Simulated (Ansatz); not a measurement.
# The perfect Au wire along [110], 4 atoms a period

What gap, if any, does the Au wire along [110], 4 atoms a period have, and how many channels would it open?

Program: Ansatz 0.2.0. Level of theory: DFT PBE, plane waves, PAW; relaxation of a wire's period; PAW set soft_1, in the first sound run; inputs show where later runs differ. Results are calculated unless marked as measured.

### 1. Set-up

The cell holds 4 atoms: 4 Au. Its edges and angles: a = 10.960 Å, b = 9.742 Å, c = 2.942 Å, α = 90.0°, β = 90.0°, γ = 90.0°. Vacuum lies along a and b. The structure's axis is c.

### 2. Relaxing the period

Band widths follow the bond lengths, so the wire is relaxed first. The atoms and the third cell vector are free; the box across stays fixed as vacuum. A Fermi-Dirac smearing is set since the result may be a metal. The pressure printed is a third of the stress's trace over the whole box, vacuum included; only the stress along the axis is relaxed.

input.yaml

```yaml
crystal:
  lattice:
    - [10.96, 0.0, 0.0]
    - [0.0, 9.742, 0.0]
    - [0.0, 0.0, 2.9415642097]
  atoms:
    - { symbol: Au, position: [0.310218978, 0.499977633, 0.0] }
    - { symbol: Au, position: [0.689781022, 0.499977633, 0.0] }
    - { symbol: Au, position: [0.5, 0.349004311, 0.5] }
    - { symbol: Au, position: [0.5, 0.650950956, 0.5] }
kpoints:
  mp_grid: { grid: [1, 1, 28] }
scf:
  occupations: { method: fermi_dirac, width: 0.05 }
hamiltonian:
  xc: pbe
  pseudopotentials: { kind: paw, azcp: { folder: soft_1 } }
relax:
  cell: { fix: [a, b, alpha, beta, gamma] }
  max_steps: 45
  f_tol: 0.03
```

On the command line:

```
> ansatz run input.yaml --threads 4 --pin off --max-ram 16384MiB --backend cpu --events-out ev --progress --plain --runs-dir out
```

Numbers of over 12 decimals in the logs are rounded to 6 here.

The log of the run:

```text
Engine: ansatz 0.2.0, aarch64-unknown-linux-gnu
Pseudopotentials: kind: paw
Pseudopotential: Au, paw, valence charge 19, recommended cutoff 420 eV (normal), soft_1/Au.paw.azcp
Functional definition: PBE
  parameter kappa = 0.804
  parameter beta = 0.066725
  exchange = pbe_x(kappa = kappa, mu = beta*pi^2/3)
  correlation = pbe_c(beta = beta)
Crystal: 4 atoms, lattice volume = 314.078 Å³
Basis set: ecut = 420 eV, 6113 PW (Γ), exchange–correlation on 150×144×40 points (8 copies of the dense FFT grid, shifted against one another)
Bands: 46, of which v1, the nominal top of the filled ones, is band 38 counted from 1 (37 counted from 0)
Symmetry: 8 space group operations
Space group: Pmmm (ITA 47), of the structure as read, at distance tolerance 6.8e-5 Å
k-points: 15 of 28
Non-local potential: Au, projectors of the file, l = 0: 3, l = 1: 2, l = 2: 2, l = 3: 1
PAW form: soft (Blöchl's): semilocal exchange-correlation on the pseudo side does not see the compensation charge
PAW one-centre angular grid: Au, 590 points (default); XC on 64 Gauss nodes
Initial density: superposition of atomic densities (neutral atoms: chi_scale 0, normalization atom)
Initial wavefunctions: pseudopotential atomic-orbital guess
Functional: x = pbe(κ = 0.804, μ = 0.219515), c = pbe(β = 0.066725)
iter 1 solved again at ethr=2.70e-3 eV; its pass at ethr=3.10e-3 eV (dr2=2.05e0 eV) is discarded
SCF iter   1: F=—  HF=-52602.188062 eV  |F-HF|=—  |Δ(HF+E_count)|=         —  Δρ=2.31e-2  dr2=2.14e0  ethr=2.70e-3  ⟨swp⟩=1.1  Hψ=3629  notcnv=0
preconditioner: auto → LDOS  [metal: Δε(μ)=0.113 eV  Ē_g=6.602 eV  σ=0.050 eV  W_gap=0.46  n_scr=42 (ndim 8)  ℏωp=13.9 eV  f_vac=0.650  D(μ)=1.59/eV (n_scr^D=8)  β→1.0]
SCF iter   2: F=—  HF=-52602.479446 eV  |F-HF|=—  |Δ(HF+E_count)|=   2.91e-1  Δρ=2.65e-2  dr2=2.83e0  ethr=2.70e-3  ⟨swp⟩=3.1  Hψ=1415  notcnv=0
SCF iter   3: F=—  HF=-52601.624891 eV  |F-HF|=—  |Δ(HF+E_count)|=   8.55e-1  Δρ=3.85e-3  dr2=4.24e-2  ethr=2.70e-3  ⟨swp⟩=2.2  Hψ=1235  notcnv=0  defer=28
SCF iter   4: F=—  HF=-52601.613978 eV  |F-HF|=—  |Δ(HF+E_count)|=   1.09e-2  Δρ=1.32e-3  dr2=1.28e-2  ethr=5.58e-5  ⟨swp⟩=2.9  Hψ=1435  notcnv=0  defer=30
SCF iter   5: F=—  HF=-52601.612206 eV  |F-HF|=—  |Δ(HF+E_count)|=   1.77e-3  Δρ=3.40e-4  dr2=5.07e-4  ethr=1.68e-5  ⟨swp⟩=2.0  Hψ=993  notcnv=0  defer=30
SCF iter   6: F=—  HF=-52601.612318 eV  |F-HF|=—  |Δ(HF+E_count)|=   1.12e-4  Δρ=1.00e-4  dr2=3.80e-5  ethr=6.68e-7  ⟨swp⟩=2.0  Hψ=990  notcnv=0  defer=30
SCF iter   7: F=—  HF=-52601.612187 eV  |F-HF|=—  |Δ(HF+E_count)|=   1.32e-4  Δρ=2.36e-5  dr2=1.45e-6  ethr=5.00e-8  ⟨swp⟩=2.0  Hψ=1004  notcnv=0  defer=30
SCF iter   8: F=-52601.612187 eV  HF=-52601.612187 eV  |F-HF|=1.17e-8  |Δ(HF+E_count)|=   4.82e-7  Δρ=5.04e-6  dr2=5.71e-8  ethr=1.32e-10  ⟨swp⟩=3.3  Hψ=3258  notcnv=0
SCF 1 converged in 8 iterations: F = -52601.612187 eV  dr2 = 5.71e-8
  greatest PAW one-centre occupation: 1.000 electrons in one spin orbital (limit 2), on the Au atom at site 3 (counted from 0), in its partial waves of l = 0
relax step   1: F+E_penalty+E_count = -52601.61218735 eV  Δ(F+E_penalty+E_count) = +0.000e0 eV  max|allowed force component| = 7.986e-1 eV/Å  Δτ_max = 0.0000 Å  P = -2.056 GPa  Ω = 314.078 Å³  fix = [a, b, alpha, beta, gamma]  reactions: a -1.611, b -0.531 GPa  (8 SCF iters, dr2 threshold 1.00e-7 eV, accepted)
Crystal: 4 atoms, lattice volume = 298.729 Å³
Basis set: ecut = 420 eV, 5841 PW (Γ), exchange–correlation on 150×144×40 points (8 copies of the dense FFT grid, shifted against one another)
Initial density: handed on by an earlier stage of this run
Initial wavefunctions: those handed on with the density
iter 1 solved again at ethr=1.55e-4 eV; its pass at ethr=3.10e-3 eV (dr2=1.18e-1 eV) is discarded
SCF iter   1: F=—  HF=-52601.931362 eV  |F-HF|=—  |Δ(HF+E_count)|=         —  Δρ=5.64e-3  dr2=1.20e-1  ethr=1.55e-4  ⟨swp⟩=1.9  Hψ=3505  notcnv=0
preconditioner: auto → LDOS  [metal: Δε(μ)=0.116 eV  Ē_g=7.434 eV  σ=0.050 eV  W_gap=0.49  n_scr=40 (ndim 8)  ℏωp=14.3 eV  f_vac=0.658  D(μ)=1.68/eV (n_scr^D=8)  β→1.0]
SCF iter   2: F=—  HF=-52601.944815 eV  |F-HF|=—  |Δ(HF+E_count)|=   1.35e-2  Δρ=5.63e-3  dr2=1.74e-1  ethr=1.55e-4  ⟨swp⟩=3.5  Hψ=1452  notcnv=0
SCF iter   3: F=—  HF=-52601.903360 eV  |F-HF|=—  |Δ(HF+E_count)|=   4.15e-2  Δρ=7.41e-4  dr2=1.46e-3  ethr=1.55e-4  ⟨swp⟩=3.0  Hψ=1256  notcnv=0  defer=16
SCF iter   4: F=—  HF=-52601.903242 eV  |F-HF|=—  |Δ(HF+E_count)|=   1.18e-4  Δρ=3.49e-4  dr2=7.33e-4  ethr=1.92e-6  ⟨swp⟩=3.5  Hψ=1598  notcnv=0  defer=16
SCF iter   5: F=—  HF=-52601.903088 eV  |F-HF|=—  |Δ(HF+E_count)|=   1.55e-4  Δρ=8.61e-5  dr2=2.28e-5  ethr=9.65e-7  ⟨swp⟩=2.0  Hψ=999  notcnv=0  defer=16
SCF iter   6: F=—  HF=-52601.903004 eV  |F-HF|=—  |Δ(HF+E_count)|=   8.36e-5  Δρ=2.21e-5  dr2=9.67e-7  ethr=3.01e-8  ⟨swp⟩=2.1  Hψ=1009  notcnv=0  defer=16
SCF iter   7: F=-52601.903005 eV  HF=-52601.903005 eV  |F-HF|=3.26e-8  |Δ(HF+E_count)|=   9.50e-7  Δρ=4.72e-6  dr2=6.80e-8  ethr=5.26e-10  ⟨swp⟩=5.0  Hψ=2567  notcnv=0
SCF 2 converged in 7 iterations: F = -52601.903005 eV  dr2 = 6.80e-8
  greatest PAW one-centre occupation: 1.000 electrons in one spin orbital (limit 2), on the Au atom at site 1 (counted from 0), in its partial waves of l = 0
relax step   2: F+E_penalty+E_count = -52601.90300490 eV  Δ(F+E_penalty+E_count) = -2.908e-1 eV  max|allowed force component| = 8.379e-1 eV/Å  Δτ_max = 0.1675 Å  P = +0.819 GPa  Ω = 298.729 Å³  energy of the carried Pulay correction = +1.210e-3 eV  fix = [a, b, alpha, beta, gamma]  reactions: a +1.221, b +1.424 GPa  (7 SCF iters, dr2 threshold 4.00e-7 eV, accepted)
Crystal: 4 atoms, lattice volume = 294.607 Å³
Basis set: ecut = 420 eV, 5789 PW (Γ), exchange–correlation on 150×144×40 points (8 copies of the dense FFT grid, shifted against one another)
iter 1 solved again at ethr=3.06e-5 eV; its pass at ethr=3.10e-3 eV (dr2=2.33e-2 eV) is discarded
SCF iter   1: F=—  HF=-52602.034033 eV  |F-HF|=—  |Δ(HF+E_count)|=         —  Δρ=3.27e-3  dr2=2.54e-2  ethr=3.06e-5  ⟨swp⟩=2.2  Hψ=3455  notcnv=0
preconditioner: auto → LDOS  [insulator: Δε(μ)=0.154 eV  Ē_g=7.489 eV  σ=0.050 eV  W_gap=0.61  n_scr=40 (ndim 8)  ℏωp=14.4 eV  f_vac=0.651  D(μ)=1.53/eV (n_scr^D=8)  ε∞_Penn≈4.7  β→1.0]
SCF iter   2: F=—  HF=-52602.039946 eV  |F-HF|=—  |Δ(HF+E_count)|=   5.91e-3  Δρ=2.49e-3  dr2=5.02e-2  ethr=3.06e-5  ⟨swp⟩=3.0  Hψ=1503  notcnv=0
SCF iter   3: F=—  HF=-52602.027160 eV  |F-HF|=—  |Δ(HF+E_count)|=   1.28e-2  Δρ=4.01e-4  dr2=6.57e-4  ethr=3.06e-5  ⟨swp⟩=2.1  Hψ=1207  notcnv=0
SCF iter   4: F=—  HF=-52602.027060 eV  |F-HF|=—  |Δ(HF+E_count)|=   9.96e-5  Δρ=1.71e-4  dr2=1.56e-4  ethr=8.65e-7  ⟨swp⟩=2.1  Hψ=1158  notcnv=0  defer=2
SCF iter   5: F=—  HF=-52602.026936 eV  |F-HF|=—  |Δ(HF+E_count)|=   1.24e-4  Δρ=5.25e-5  dr2=9.83e-6  ethr=2.05e-7  ⟨swp⟩=2.0  Hψ=1007  notcnv=0  defer=2
SCF iter   6: F=—  HF=-52602.026935 eV  |F-HF|=—  |Δ(HF+E_count)|=   6.60e-7  Δρ=1.45e-5  dr2=8.51e-7  ethr=1.29e-8  ⟨swp⟩=2.0  Hψ=1008  notcnv=0  defer=2
SCF iter   7: F=-52602.026935 eV  HF=-52602.026935 eV  |F-HF|=9.43e-9  |Δ(HF+E_count)|=   4.49e-8  Δρ=2.75e-6  dr2=2.18e-8  ethr=5.26e-10  ⟨swp⟩=5.0  Hψ=2513  notcnv=0
SCF 3 converged in 7 iterations: F = -52602.026935 eV  dr2 = 2.18e-8
relax step   3: F+E_penalty+E_count = -52602.02693517 eV  Δ(F+E_penalty+E_count) = -1.239e-1 eV  max|allowed force component| = 2.075e-1 eV/Å  Δτ_max = 0.1088 Å  P = +0.015 GPa  Ω = 294.607 Å³  energy of the carried Pulay correction = +1.553e-3 eV  fix = [a, b, alpha, beta, gamma]  reactions: a +0.165, b +0.492 GPa  (7 SCF iters, dr2 threshold 4.00e-7 eV, accepted)
Crystal: 4 atoms, lattice volume = 288.471 Å³
Basis set: ecut = 420 eV, 5669 PW (Γ), exchange–correlation on 150×144×40 points (8 copies of the dense FFT grid, shifted against one another)
iter 1 solved again at ethr=5.80e-5 eV; its pass at ethr=3.10e-3 eV (dr2=4.41e-2 eV) is discarded
SCF iter   1: F=—  HF=-52602.071204 eV  |F-HF|=—  |Δ(HF+E_count)|=         —  Δρ=3.94e-3  dr2=4.42e-2  ethr=5.80e-5  ⟨swp⟩=2.5  Hψ=3474  notcnv=0
preconditioner: auto → LDOS  [insulator: Δε(μ)=0.265 eV  Ē_g=7.568 eV  σ=0.050 eV  W_gap=0.62  n_scr=40 (ndim 8)  ℏωp=14.5 eV  f_vac=0.647  D(μ)=1.07/eV (n_scr^D=4)  ε∞_Penn≈4.7  β→1.0]
SCF iter   2: F=—  HF=-52602.074798 eV  |F-HF|=—  |Δ(HF+E_count)|=   3.59e-3  Δρ=3.32e-3  dr2=5.54e-2  ethr=5.80e-5  ⟨swp⟩=2.4  Hψ=1292  notcnv=0
SCF iter   3: F=—  HF=-52602.057766 eV  |F-HF|=—  |Δ(HF+E_count)|=   1.70e-2  Δρ=5.14e-4  dr2=1.51e-3  ethr=5.80e-5  ⟨swp⟩=2.3  Hψ=1154  notcnv=0
SCF iter   4: F=—  HF=-52602.057466 eV  |F-HF|=—  |Δ(HF+E_count)|=   3.00e-4  Δρ=2.19e-4  dr2=3.38e-4  ethr=1.99e-6  ⟨swp⟩=2.5  Hψ=1209  notcnv=0
SCF iter   5: F=—  HF=-52602.057292 eV  |F-HF|=—  |Δ(HF+E_count)|=   1.74e-4  Δρ=8.36e-5  dr2=1.36e-5  ethr=4.45e-7  ⟨swp⟩=2.0  Hψ=1018  notcnv=0
SCF iter   6: F=—  HF=-52602.057291 eV  |F-HF|=—  |Δ(HF+E_count)|=   5.22e-7  Δρ=1.97e-5  dr2=7.76e-7  ethr=1.79e-8  ⟨swp⟩=2.0  Hψ=1001  notcnv=0
SCF iter   7: F=-52602.057292 eV  HF=-52602.057292 eV  |F-HF|=2.23e-8  |Δ(HF+E_count)|=   5.62e-7  Δρ=4.41e-6  dr2=4.49e-8  ethr=5.26e-10  ⟨swp⟩=5.0  Hψ=2478  notcnv=0
SCF 4 converged in 7 iterations: F = -52602.057292 eV  dr2 = 4.49e-8
relax step   4: F+E_penalty+E_count = -52602.05729168 eV  Δ(F+E_penalty+E_count) = -3.036e-2 eV  max|allowed force component| = 9.974e-2 eV/Å  Δτ_max = 0.1075 Å  P = +0.361 GPa  Ω = 288.471 Å³  energy of the carried Pulay correction = +2.078e-3 eV  fix = [a, b, alpha, beta, gamma]  reactions: a +0.112, b +0.346 GPa  (7 SCF iters, dr2 threshold 4.00e-7 eV, accepted)
Crystal: 4 atoms, lattice volume = 290.691 Å³
Basis set: ecut = 420 eV, 5717 PW (Γ), exchange–correlation on 150×144×40 points (8 copies of the dense FFT grid, shifted against one another)
iter 1 solved again at ethr=5.17e-5 eV; its pass at ethr=3.10e-3 eV (dr2=3.93e-2 eV) is discarded
SCF iter   1: F=—  HF=-52602.079196 eV  |F-HF|=—  |Δ(HF+E_count)|=         —  Δρ=3.59e-3  dr2=4.10e-2  ethr=5.17e-5  ⟨swp⟩=2.5  Hψ=3380  notcnv=0
preconditioner: auto → LDOS  [insulator: Δε(μ)=0.206 eV  Ē_g=7.572 eV  σ=0.050 eV  W_gap=0.55  n_scr=40 (ndim 8)  ℏωp=14.4 eV  f_vac=0.647  D(μ)=1.06/eV (n_scr^D=4)  ε∞_Penn≈4.6  β→1.0]
SCF iter   2: F=—  HF=-52602.082052 eV  |F-HF|=—  |Δ(HF+E_count)|=   2.86e-3  Δρ=3.16e-3  dr2=4.90e-2  ethr=5.17e-5  ⟨swp⟩=2.6  Hψ=1442  notcnv=0  defer=1
SCF iter   3: F=—  HF=-52602.066470 eV  |F-HF|=—  |Δ(HF+E_count)|=   1.56e-2  Δρ=4.10e-4  dr2=4.38e-4  ethr=5.17e-5  ⟨swp⟩=2.0  Hψ=1136  notcnv=0  defer=1
SCF iter   4: F=—  HF=-52602.066366 eV  |F-HF|=—  |Δ(HF+E_count)|=   1.04e-4  Δρ=1.46e-4  dr2=5.50e-5  ethr=5.76e-7  ⟨swp⟩=2.2  Hψ=1325  notcnv=0  defer=1
SCF iter   5: F=—  HF=-52602.066240 eV  |F-HF|=—  |Δ(HF+E_count)|=   1.26e-4  Δρ=5.37e-5  dr2=1.44e-5  ethr=7.24e-8  ⟨swp⟩=2.0  Hψ=1020  notcnv=0  defer=1
SCF iter   6: F=-52602.066237 eV  HF=-52602.066237 eV  |F-HF|=1.82e-7  |Δ(HF+E_count)|=   2.64e-6  Δρ=1.20e-5  dr2=2.66e-7  ethr=5.26e-10  ⟨swp⟩=4.0  Hψ=3117  notcnv=0
SCF 5 converged in 6 iterations: F = -52602.066237 eV  dr2 = 2.66e-7
relax step   5: F+E_penalty+E_count = -52602.06623728 eV  Δ(F+E_penalty+E_count) = -8.946e-3 eV  max|allowed force component| = 2.366e-2 eV/Å  Δτ_max = 0.0796 Å  P = +0.088 GPa  Ω = 290.691 Å³  energy of the carried Pulay correction = +1.886e-3 eV  fix = [a, b, alpha, beta, gamma]  reactions: a +0.095, b +0.217 GPa  (6 SCF iters, dr2 threshold 4.00e-7 eV, accepted)
Initial wavefunctions: pseudopotential atomic-orbital guess (no wavefunctions were taken with the density)
iter 1 solved again at ethr=1.18e-6 eV; its pass at ethr=3.10e-3 eV (dr2=8.96e-4 eV) is discarded
SCF iter   1: F=—  HF=-52602.064419 eV  |F-HF|=—  |Δ(HF+E_count)|=         —  Δρ=1.10e-4  dr2=5.57e-6  ethr=1.18e-6  ⟨swp⟩=3.0  Hψ=4669  notcnv=0
preconditioner: auto → LDOS  [insulator: Δε(μ)=0.224 eV  Ē_g=7.570 eV  σ=0.050 eV  W_gap=0.61  n_scr=40 (ndim 8)  ℏωp=14.4 eV  f_vac=0.647  D(μ)=1.12/eV (n_scr^D=4)  ε∞_Penn≈4.6  β→1.0]
SCF iter   2: F=—  HF=-52602.064315 eV  |F-HF|=—  |Δ(HF+E_count)|=   1.05e-4  Δρ=2.64e-5  dr2=1.39e-6  ethr=7.33e-9  ⟨swp⟩=2.3  Hψ=1269  notcnv=0
SCF iter   3: F=—  HF=-52602.064314 eV  |F-HF|=—  |Δ(HF+E_count)|=   2.98e-7  Δρ=1.47e-5  dr2=7.10e-7  ethr=1.83e-9  ⟨swp⟩=2.0  Hψ=1260  notcnv=0
SCF iter   4: F=—  HF=-52602.064314 eV  |F-HF|=—  |Δ(HF+E_count)|=   1.90e-7  Δρ=4.37e-6  dr2=5.74e-8  ethr=9.34e-10  ⟨swp⟩=2.1  Hψ=989  notcnv=0
SCF iter   5: F=—  HF=-52602.064314 eV  |F-HF|=—  |Δ(HF+E_count)|=   1.56e-8  Δρ=1.19e-6  dr2=1.20e-8  ethr=7.55e-11  ⟨swp⟩=2.5  Hψ=1305  notcnv=0
SCF iter   6: F=—  HF=-52602.064314 eV  |F-HF|=—  |Δ(HF+E_count)|=   2.44e-9  Δρ=2.68e-7  dr2=2.51e-10  ethr=1.57e-11  ⟨swp⟩=2.0  Hψ=1016  notcnv=0
SCF iter   7: F=-52602.064314 eV  HF=-52602.064314 eV  |F-HF|=2.91e-11  |Δ(HF+E_count)|=  3.64e-11  Δρ=4.73e-8  dr2=6.12e-12  ethr=1.00e-12  ⟨swp⟩=5.1  Hψ=2580  notcnv=0
SCF 6 converged in 7 iterations: F = -52602.064314 eV  dr2 = 6.12e-12
relax step   6: F+E_penalty+E_count = -52602.06431414 eV  Δ(F+E_penalty+E_count) = +1.923e-3 eV  max|allowed force component| = 2.388e-2 eV/Å  Δτ_max = 0.0000 Å  P = +0.088 GPa  Ω = 290.691 Å³  fix = [a, b, alpha, beta, gamma]  reactions: a +0.094, b +0.216 GPa  stress off target by 4.80e-2 GPa on what of the cell is left free  SCF on the basis re-selected at this cell (its energy is not comparable with the rows above)  (7 SCF iters)
basis re-selected at this cell: Δ(F+E_penalty+E_count) = +1.923e-3 eV, ΔP = -0.001 GPa vs the last step (what re-selecting the basis moved, of the pressure what is left beyond the Pulay correction that the steps carried, after the strain that the cell walked since its last selection, with what the two solves' SCF thresholds leave and, on support functions, any second-order correction that the steps lacked; it is no m [...]
SCF converged after 7 iterations
Free energy (F): -52602.064314 eV
Harris-Foulkes:  -52602.064314 eV  (|F-HF|=2.91e-11)
Internal energy: -52602.055290 eV  (E = F + TS)
E sigma→0 (E₀):  -52602.059802 eV
Entropy (-TS):   -0.009024 eV (-2.256 meV/atom)
Fermi energy:    0.759237 eV
--- Per-component energies (eV) ---
  E_band       = -2258.869997
  E_kinetic    = 2313.380396
  E_local      = -32862.957650  (includes V_loc(G=0)·N_el)
  E_nonlocal   = 393.571346
  E_hartree    = 15263.372856
  E_xc         = -856.708280
  E_vxc        = -1039.147089  (∫ρ·V_xc dr)
  E_paw        = -38929.329334  (= ΣΔE_a)
  E_vpaw       = -1590.469497  (= ΣTr[D̂ρ^β])
  E_aug_tail   = 0.006504  (compensation charges beyond the density's cutoff)
  E_ewald      = 2076.608871
  E_smearing   = -0.009024  (= −TS)
  E_closure    = -0.000000  (closes the sum)
  Σ components = -52602.064314   (vs F -52602.064314, Δ=0.00e0)
--- Forces (eV/Å), atoms counted from 1 ---
  atom   1  Au    -0.02388408    -0.00000000    -0.00000000
  atom   2  Au     0.02388408     0.00000000     0.00000000
  atom   3  Au     0.00000000    -0.02111626     0.00000000
  atom   4  Au    -0.00000000     0.02111626     0.00000000
  max |Σ_I F_I| component: 3.47e-18 eV/Å
--- Stress (GPa, compression-positive) ---
        0.094408      -0.000000       0.000000
       -0.000000       0.216149       0.000000
        0.000000       0.000000      -0.047962
  P = ⅓ Tr σ = 0.0875 GPa (0.875 kbar)
--- Relaxed structure (5 steps of the walk, 5 accepted, 1 SCFs on fresh bases) ---
  F+E_penalty+E_count = -52602.06431414 eV   max|allowed force component| = 2.388e-2 eV/Å   (the final SCF, on the basis selected at the relaxed cell)
  cell:  # Å, volume = 290.6914 Å³
    - [10.96, 0, 0]
    - [0, 9.742, 0]
    - [0, 0, 2.722535]
  atoms:
    - { symbol: Au, position: [0.336993, 0.499978, 0] }
    - { symbol: Au, position: [0.663007, 0.499978, 0] }
    - { symbol: Au, position: [0.5, 0.320668, 0.5] }
    - { symbol: Au, position: [0.5, 0.679288, 0.5] }
```

Wall time 19 s (4 threads of Arm Neoverse V1, shared host); peak memory 0.7 GiB.

(Continued in part 2 of 2.)

[Logs are printed without paths, hosts, clocks, repeated set-up lines and the standing remarks that a program may print on its own settings, such as how far it seeks lower states.]

[Hosts, paths, dates, database ids (printed as entryN), source tags and the programs' standing remarks are cut or masked in the printed files.]
